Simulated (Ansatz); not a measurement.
# TiB2: which shell does photoemission see at 21.2 and 100 eV? (PBE)

The valence band of TiB2 mixes several shells. Work out by hand which one leads the spectrum's area at each photon energy.

Filled states come from the projected DOS of Ansatz 0.2.0 (PBE, plane waves); cross sections σ and asymmetry parameters β are those of free atoms in a Dirac–Hartree–Slater calculation. A shell's area is states × σ × angular factor, which is 1 + β·P₂(cos θ) for linear light, with θ = 0° from the polarisation and P₂ = 1.000.

**At 21.2 eV** (states counted from 11.2 eV below the zero; other shells add 0.061 to the products' sum of 30.7):

| shell | filled states a cell | cross section (Mb an electron) | β | angular factor | product | share by hand (%) | share in the simulated spectrum (%) |
| --- | --- | --- | --- | --- | --- | --- | --- |
| Ti 3d | 2.86 | 2.54 | 0.16 | 1.16 | 8.45 | 28 | 28 |
| B 2s | 1.04 | 0.802 | 2.00 | 3.00 | 2.51 | 8 | 8 |
| B 2p | 4.94 | 1.61 | 1.48 | 2.48 | 19.7 | 64 | 64 |

**At 100 eV** (states counted from 15.1 eV below the zero; other shells add 0.098 to the products' sum of 3.54):

| shell | filled states a cell | cross section (Mb an electron) | β | angular factor | product | share by hand (%) | share in the simulated spectrum (%) |
| --- | --- | --- | --- | --- | --- | --- | --- |
| Ti 3d | 2.89 | 0.441 | 1.06 | 2.06 | 2.63 | 74 | 74 |
| B 2s | 1.40 | 0.117 | 2.00 | 3.00 | 0.494 | 14 | 14 |
| B 2p | 5.08 | 0.0272 | 1.31 | 2.31 | 0.318 | 9 | 9 |

B 2p leads at 21.2 eV and Ti 3d at 100 eV. Between the two energies σ of B 2p changes by a factor 0.017 and that of Ti 3d by 0.17, so their ratio moves 10-fold in favour of the second. The simulated spectrum uses the same rule on the energy-resolved DOS, so the two share columns agree within a few points.

Only crystals where the two columns agree within 4 points and the lead is clear are worked in this form. Free-atom cross sections ignore the solid's final states, no escape depth or background enters, and the count of states a shell hangs on the projection.
